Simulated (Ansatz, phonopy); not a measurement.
# NaCl (Fm-3m): phonons against volume, part 4 of 4

Which modes of NaCl drive its thermal expansion?

Measurements to reproduce:
- volume expansion coefficient 121.2 1e-6/K near room temperature (given in “Descriptors for thermal expansion in solids”, 2017, arXiv:1701.03966)
- volume expansion coefficient 119.1 1e-6/K and heat capacity C_P per formula unit 50.54 J/mol/K near room temperature (given in “High-Throughput Prediction of Finite-Temperature Properties using the Quasi-Harmonic Approximation”, 2016, arXiv:1603.06924)

Ansatz 0.2.0; DFT PBEsol, scalar-relativistic, plane waves, PAW.

So far. Step 13 (Phonons, V/V0 0.97): No mode is imaginary beyond numerical noise at the solved wavevectors. The highest zone-centre mode (no LO–TO term) moved by +7.8 % for a volume change of -3.0 %. Step 14 (Single point at a scaled cell, V/V0 1.05): The run ends at a pressure of -1.12 GPa.

The database entry behind the starting cell differs from later determinations by our own check (an axis about 0.4 % short against later determinations), so it need not match the best structure at ambient conditions.

### 15. Phonons, V/V0 1.05 (continued)

LO-TO term included. Phonon branches along the path, in cm⁻¹:

| point | branch 1 | branch 2 | branch 3 | branch 4 | branch 5 | branch 6 |
| --- | --- | --- | --- | --- | --- | --- |
| Γ | 0 | 0 | 0 | 146 | 146 | 242 |
| halfway | 60 | 60 | 116 | 149 | 149 | 196 |
| X | 82 | 82 | 136 | 153 | 153 | 162 |
| halfway | 85 | 96 | 133 | 150 | 155 | 161 |
| U | 93 | 125 | 126 | 142 | 159 | 159 |
| jump to K | 93 | 125 | 126 | 142 | 159 | 159 |
| halfway | 72 | 82 | 114 | 129 | 152 | 214 |
| Γ | 0 | 0 | 0 | 146 | 146 | 242 |
| halfway | 64 | 64 | 100 | 139 | 139 | 230 |
| L | 102 | 102 | 122 | 122 | 161 | 205 |
| halfway | 104 | 111 | 129 | 136 | 157 | 178 |
| W | 115 | 115 | 123 | 142 | 157 | 157 |
| halfway | 93 | 101 | 131 | 150 | 154 | 160 |
| X | 82 | 82 | 136 | 153 | 153 | 162 |

The phonon branches as a text plot (rows in cm⁻¹):

```
    236 |***                      **********
    226 |   *                    *          **
    216 |    **                 *             **
    206 |                                       ***
    196 |      *               *                   **
    186 |                    **                      *
    176 |       *           *                         *
    166 |        *   ***   *                           **      **
    156 |         ****************              *****************
    146 |***********   ******     **********   *        ******
    136 |       *   *****  * **  ***        ***       **      ***
    126 |                ** *****              ***************
    116 |      *         * *    *            *        *******
    106 |               *   ***                  ********  ***
     96 |    **        * *** *** *          *  **            **
     86 |           *****      **          *  *               ***
     75 |   *    ***            * **         *
     65 |       *                *        * *
     55 |  * ***                 ****      *
     45 |                         **     *
     35 |   *                       *     *
     25 | **                        **  **
     15 | *                          *  *
      5 |*                            **
         Γ           X  U|K            Γ         L        W     X
```

No mode is imaginary beyond numerical noise at the solved wavevectors. The highest zone-centre mode (no LO–TO term) moved by -12.2 % for a volume change of +5.0 %.

### 16. How the modes move with volume

This step: DFT PBEsol, scalar-relativistic, plane waves, PAW (phonopy 4.10.0).

This step gave:

```yaml
share_of_modes_with_a_negative_grueneisen_parameter: 0.038
```

Mean Grüneisen, by row:

| T (K) | heat-capacity-weighted mean | root mean square |
| --- | --- | --- |
| 50 | 1.396 | 1.643 |
| 100 | 1.579 | 1.784 |
| 200 | 1.627 | 1.819 |
| 300 | 1.636 | 1.825 |
| 500 | 1.64 | 1.828 |
| 800 | 1.641 | 1.829 |

Mean mode Grueneisen parameter against wavenumber:

| wavenumber (cm⁻¹) | mean mode Grueneisen parameter |
| --- | --- |
| 4.2 | - |
| 12.7 | - |
| 21.2 | 1.15 |
| 29.7 | 0.65 |
| 38.1 | 1.1 |
| 46.6 | 0.867 |
| 55.1 | 0.901 |
| 63.6 | 0.864 |
| 72.0 | 0.896 |
| 80.5 | 0.785 |
| 89.0 | 0.771 |
| 97.5 | 1.06 |
| 105.9 | 1.13 |
| 114.4 | 1.43 |
| 122.9 | 1.08 |
| 131.4 | 1.23 |
| 139.8 | 1.77 |
| 148.3 | 2.05 |
| 156.8 | 2.19 |
| 165.3 | 2.34 |
| 173.7 | 2.42 |
| 182.2 | 2.33 |
| 190.7 | 1.48 |
| 199.2 | 1.3 |
| 207.7 | 1.19 |
| 216.1 | 1.14 |
| 224.6 | 1.12 |
| 233.1 | 1.11 |
| 241.6 | 1.11 |
| 250.0 | 1.11 |

Volume series, by row:

| V/V0 | V (Å³/atom) | pressure (GPa) | E - E0 (meV/atom) | gap (eV) | zero-point energy (meV/atom) | lowest on the path (cm⁻¹) | highest at Gamma without the LO-TO term (cm⁻¹) |
| --- | --- | --- | --- | --- | --- | --- | --- |
| 0.97 | 21.32 | 0.849 | 1.699 | 5.128 | 27.89 | 0 | 179.3 |
| 0.985 | 21.64 | 0.407 | 0.414 | 5.068 | 27.17 | 0 | 172.8 |
| 1 | 21.97 | 0.002 | 0 | 5.011 | 26.47 | 0 | 166.4 |
| 1.015 | 22.3 | -0.369 | 0.383 | 4.955 | 25.78 | 0 | 160.1 |
| 1.03 | 22.63 | -0.711 | 1.5 | 4.902 | 25.11 | 0 | 154 |
| 1.05 | 23.07 | -1.123 | 4.028 | 4.834 | 24.25 | 0 | 146.1 |

Optical frequency at Gamma without the LO-TO term, mode 4 against V/V0:

| V/V0 | optical frequency at Gamma without the LO-TO term, mode 4 (cm⁻¹) |
| --- | --- |
| 0.9700 | 179 |
| 0.9850 | 173 |
| 1.0000 | 166 |
| 1.0150 | 160 |
| 1.0300 | 154 |
| 1.0500 | 146 |

Grüneisen at points, by row:

| point | branch | frequency (cm⁻¹) | mode Grüneisen parameter |
| --- | --- | --- | --- |
| Γ | 4 | 166.4 | 2.53 |
| Γ | 6 | 254.9 | 1.12 |
| X | 1 | 81.2 | -0.18 |
| X | 3 | 135.7 | -0.06 |
| X | 4 | 174.7 | 2.62 |
| X | 6 | 185.5 | 2.64 |
| U | 1 | 97.5 | 0.91 |
| U | 2 | 125.6 | -0.05 |
| U | 3 | 129.2 | 0.73 |
| U | 4 | 161.9 | 2.6 |
| U | 5 | 177.9 | 2.22 |
| U | 6 | 182.1 | 2.65 |
| K | 1 | 97.5 | 0.91 |
| K | 2 | 125.6 | -0.05 |
| K | 3 | 129.2 | 0.73 |
| K | 4 | 161.9 | 2.6 |
| K | 5 | 177.9 | 2.22 |
| K | 6 | 182.1 | 2.65 |
| L | 1 | 115.1 | 2.31 |
| L | 3 | 136.6 | 2.28 |
| L | 5 | 171.3 | 1.32 |
| L | 6 | 216.3 | 1.11 |
| W | 1 | 114.5 | -0.06 |
| W | 3 | 135 | 1.85 |
| W | 4 | 155.4 | 1.83 |
| W | 5 | 180.1 | 2.64 |

### 17. Free-energy fit

Table of energy (each curve on its own zero) by volume; values in meV/atom:

| volume (Å³/atom) | static | F at 0 K | F at 300 K | F at 900 K |
| --- | --- | --- | --- | --- |
| 21.315 | 1.7 | 3.48 | 6.81 | 16.4 |
| 21.645 | 0.41 | 1.47 | 3.54 | 9.43 |
| 21.974 | 0 | 0.35 | 1.13 | 3.28 |
| 22.304 | 0.38 | 0.05 | -0.49 | -2.11 |
| 22.634 | 1.5 | 0.5 | -1.39 | -6.83 |
| 23.073 | 4.03 | 2.16 | -1.57 | -12.2 |

Phonopy-qha, vinet fit of F(V) at each temperature; no electronic free energy. Qha vinet, by row:

| T (K) | fitted volume (Å³/atom) | alpha_V (1e-6/K) | B_T (GPa) | C_P (J/mol-atom/K) | Grueneisen |
| --- | --- | --- | --- | --- | --- |
| 75 | 22.31 | 67.53 | 24.43 | 14.3 | 1.54 |
| 100 | 22.35 | 89.52 | 24.06 | 18.21 | 1.612 |
| 125 | 22.41 | 104.1 | 23.66 | 20.59 | 1.65 |
| 150 | 22.47 | 114.3 | 23.25 | 22.13 | 1.674 |
| 175 | 22.54 | 122.1 | 22.81 | 23.19 | 1.691 |
| 200 | 22.61 | 128.5 | 22.37 | 23.98 | 1.706 |
| 225 | 22.68 | 134.1 | 21.92 | 24.6 | 1.719 |
| 250 | 22.76 | 139.3 | 21.45 | 25.12 | 1.731 |
| 275 | 22.84 | 144.4 | 20.98 | 25.57 | 1.744 |

Volume expansion coefficient, phonopy-qha, Vinet against temperature:

| temperature (K) | volume expansion coefficient, phonopy-qha, Vinet (1e-6/K) |
| --- | --- |
| 75.0 | 67.5 |
| 100.0 | 89.5 |
| 125.0 | 104 |
| 150.0 | 114 |
| 175.0 | 122 |
| 200.0 | 128 |
| 225.0 | 134 |
| 250.0 | 139 |
| 275.0 | 144 |

### 18. Summary of results

* mean mode Grüneisen parameter at 300 K: 1.64

What this shows: The table stops at 275 K because beyond it the fitted volume comes within 1 % of the largest computed cell, where the fit loses its support. The heat-capacity-weighted Grüneisen parameter goes from 1.40 at 50 K to 1.64 at 800 K; 4 % of the modes stiffen on expansion. Weighting γ by the density of states and each mode's heat capacity at 300 K, modes below 80 cm⁻¹ give about 4 % of the sum of γC that drives the expansion, those up to 170 cm⁻¹ 63 % and the rest 33 %. Among the labelled points γ is largest for branch 6 at U (182 cm⁻¹, 2.6) and most negative for branch 1 at X (81.2 cm⁻¹, -0.18). The PAW files were made for PBE and are used here under another functional, for which the program regenerates the frozen cores.

[Logs are printed without paths, hosts, clocks, repeated set-up lines and the standing remarks that a program may print on its own settings, such as how far it seeks lower states.]

[Hosts, paths, dates, database ids (printed as entryN), source tags and the programs' standing remarks are cut or masked in the printed files.]

[A step with changed settings may run another functional than the one named; its input shows which.]

[Of the runs on displaced cells, only some may be shown.]
